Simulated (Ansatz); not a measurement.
# BaIBr (Pnma): the r2SCAN gap against the k mesh of the density

How far can the k mesh of the density be lowered for the gap of BaIBr (Pnma)?

Method: DFT, r2SCAN, plane waves, PAW, in Ansatz 0.2.0.

The raw output is cut from this account; settings, times and results stay.

## 1. Starting point

It takes space group Pnma (No. 62, orthorhombic). Conventional cell: a = 8.814 Å, b = 5.124 Å, c = 10.192 Å, α = 90.00°, β = 90.00°, γ = 90.00°. Ba has 4 Br at 3.31 to 3.34 Å and 5 I at 3.67 to 3.76 Å nearest. Nearest to I lie 5 Ba at 3.67 to 3.76 Å. Nearest to Br lie 4 Ba at 3.31 to 3.34 Å. Farther neighbours, and contacts between anions beyond the nearest, are not listed.

The cell and positions are those that the Materials Project relaxed with its own functionals (PBE, PBE+U or r2SCAN), kept fixed. The default PAW set here is soft_2. Its files were made with PBE.

## 2. k mesh of the density: 2×2×1

input.yaml reads:

```yaml
crystal:
  lattice:
    - [8.81446039, 0.0, 0.0]
    - [0.0, 5.12429103, 0.0]
    - [0.0, 0.0, 10.19167839]
  atoms:
    - { symbol: Ba, position: [0.72882454, 0.25, 0.37513703] }
    - { symbol: Ba, position: [0.27117546, 0.75, 0.62486297] }
    - { symbol: Ba, position: [0.77117546, 0.75, 0.87513703] }
    - { symbol: Ba, position: [0.22882454, 0.25, 0.12486297] }
    - { symbol: I, position: [0.47161056, 0.25, 0.83177655] }
    - { symbol: I, position: [0.52838944, 0.75, 0.16822345] }
    - { symbol: I, position: [0.02838944, 0.75, 0.33177655] }
    - { symbol: I, position: [0.97161056, 0.25, 0.66822345] }
    - { symbol: Br, position: [0.8564719, 0.25, 0.06668585] }
    - { symbol: Br, position: [0.1435281, 0.75, 0.93331415] }
    - { symbol: Br, position: [0.6435281, 0.75, 0.56668585] }
    - { symbol: Br, position: [0.3564719, 0.25, 0.43331415] }
kpoints:
  mp_grid: { grid: [2, 2, 1] }
  band_path:
    path:
      - [0.0, 0.0, 0.0]
      - [0.5, 0.0, 0.0]
      - [0.5, 0.5, 0.0]
      - [0.0, 0.5, 0.0]
      - [0.0, 0.0, 0.5]
      - [0.5, 0.0, 0.5]
      - [0.5, 0.5, 0.5]
      - [0.0, 0.5, 0.5]
    npoints: 1
hamiltonian:
  xc: r2scan
scf:
  occupations: { method: fixed }
  n_extra_bands: 8
output:
  eigenvalues: true
  forces: true
  stress: true
```

The run is started by

```
ansatz run input.yaml --threads 3 --pin off --max-ram 92160MiB --backend cuda --events-out ev --progress --plain --runs-dir out --devices 1 --max-vram 13GiB
```

Elapsed: 7 s, on 1 × NVIDIA H100 80GB HBM3 (shared by 6 runs) with 3 threads of AMD EPYC 7R13 (Zen 3), shared host; peak memory 1.6 GiB.

Read from the output:

- pressure: -0.2253 GPa
- gap: 3.984 eV
- valence top at: Γ
- conduction bottom at: Γ
- least direct gap: 3.984 eV

The gap is direct, at Γ.

## 3. k mesh of the density: 2×2×2

input.yaml, as its differences from that of step 2:

```diff
@@ -19,3 +19,3 @@
 kpoints:
-  mp_grid: { grid: [2, 2, 1] }
+  mp_grid: { grid: [2, 2, 2] }
   band_path:
@@ -40 +40,5 @@
   stress: true
+  write_density: true
+  write_potential: true
+  elf: true
+  volumetric_format: npy
```

Run time: 9.4 s. Hardware: 1 × NVIDIA H100 80GB HBM3 (shared by 6 runs) with 3 threads; peak memory 1.7 GiB.

Numbers from this step:

```
pressure             : -0.2660 GPa
gap                  : 3.989 eV
valence top at       : Γ
conduction bottom at : Γ
least direct gap     : 3.989 eV
```

The gap is 3.989 eV, +0.005 eV from the run before at this level.

## 4. k mesh of the density: 4×4×2 (the default)

input.yaml, the sections that differ from step 3:

```yaml
kpoints:
  mp_grid: { grid: [4, 4, 2] }
  band_path:
    path:
      - [[0.0, 0.0, 0.0], [0.5, 0.0, 0.0], [0.5, 0.5, 0.0], [0.0, 0.5, 0.0], [0.0, 0.0, 0.0], [0.0, 0.0, 0.5], [0.5, 0.0, 0.5], [0.5, 0.5, 0.5], [0.0, 0.5, 0.5], [0.0, 0.0, 0.5]]
      - [[0.5, 0.0, 0.0], [0.5, 0.0, 0.5]]
      - [[0.0, 0.5, 0.0], [0.0, 0.5, 0.5]]
      - [[0.5, 0.5, 0.0], [0.5, 0.5, 0.5]]
    npoints: 10
scf:
  occupations: { method: fermi_dirac, width: 0.02 }
  n_extra_bands: 8
# crystal, hamiltonian, output: as in step 3
```

Wall time 18 s (1 × NVIDIA H100 80GB HBM3 (shared by 6 runs) with 3 threads); peak memory 2 GiB; 30 s of CPU time.

Numbers from this step:

```yaml
pressure: -0.2926 GPa
gap: 3.993 eV
valence_top_at: Γ
conduction_bottom_at: Γ
least_direct_gap: 3.993 eV
```

The gap is 3.993 eV, +0.004 eV from the run before at this level.

## 5. k mesh of the density: 4×6×4

input.yaml, the sections that differ from step 4:

```yaml
kpoints:
  mp_grid: { grid: [4, 6, 4] }
  band_path:
    path:
      - [0.0, 0.0, 0.0]
      - [0.5, 0.0, 0.0]
      - [0.5, 0.5, 0.0]
      - [0.0, 0.5, 0.0]
      - [0.0, 0.0, 0.5]
      - [0.5, 0.0, 0.5]
      - [0.5, 0.5, 0.5]
      - [0.0, 0.5, 0.5]
    npoints: 1
scf:
  occupations: { method: fixed }
  n_extra_bands: 8
output:
  eigenvalues: true
  forces: true
  stress: true
# crystal, hamiltonian: as in step 4
```

Elapsed: 14 s, on 1 × NVIDIA H100 80GB HBM3 (shared by 6 runs) with 3 threads; peak memory 1.6 GiB.

Read from the output:

* pressure: -0.2931 GPa
* gap: 3.993 eV
* valence top at: Γ
* conduction bottom at: Γ
* least direct gap: 3.993 eV

The gap is 3.993 eV, as in the run before at this level.

## 6. The series

Differences are against the last row; a negative gap means that bands overlap, and a run with a band path holds that path's time. Times are wall times on 1 × NVIDIA H100 80GB HBM3 (shared by 6 runs) with 3 threads of AMD EPYC 7R13 (Zen 3), shared host, good to a factor of about two.

```
k mesh of the density  gap (eV)  direct gap (eV)  gap error (eV)  energy error (meV/atom)  irreducible k   time
                2×2×1     3.984            3.984          −0.009                     +7.1              4    7 s
                2×2×2     3.989            3.989          −0.004                     +3.1              8  9.4 s
                4×4×2     3.993            3.993         −0.0001                     +0.0             18   18 s
                4×6×4     3.993            3.993          +0.000                     +0.0             36   14 s
```

## 7. Outcome

* 2×2×1: 3.984 eV
* 2×2×2: 3.989 eV
* 4×4×2: 3.993 eV
* 4×6×4: 3.993 eV

In words: The gap holds to 0.02 eV from 2×2×1 on, the cheapest setting tried. At 2×2×1 the gap is off by −0.009 eV and the energy by +7 meV/atom. The gap is read over the mesh and added points near the edges, so meshes differ mainly through the density and, for a hybrid, the exchange operator.

[Long decimals in the printed logs are rounded to 6 places.]

[Logs are printed without paths, hosts, clocks, repeated set-up lines and the standing remarks that a program may print on its own settings, such as how far it seeks lower states.]

[Paths, hosts, dates, memory and timing lines, banners, echoed tables and standing remarks are left out of the program output; an Ansatz launch command may be rebuilt from the run's recorded settings. Measured values are a selection of at most five: reports struck by readers or far from the other reports are left out. None is set beside runs whose start may be inverted or whose files or cutoffs have a known fault.]

[Runs of the session that timed out or met a known fault of the program may be left out.]

[Cells called generated may have been cut or substituted from an entry of the Crystallography Open Database or the Materials Project.]

[Hosts, paths, dates, database ids (printed as entryN), source tags and the programs' standing remarks are cut or masked in the printed files.]

[Where the starting crystal was built by hand or by swapping elements, it need not be the compound's stable phase.]
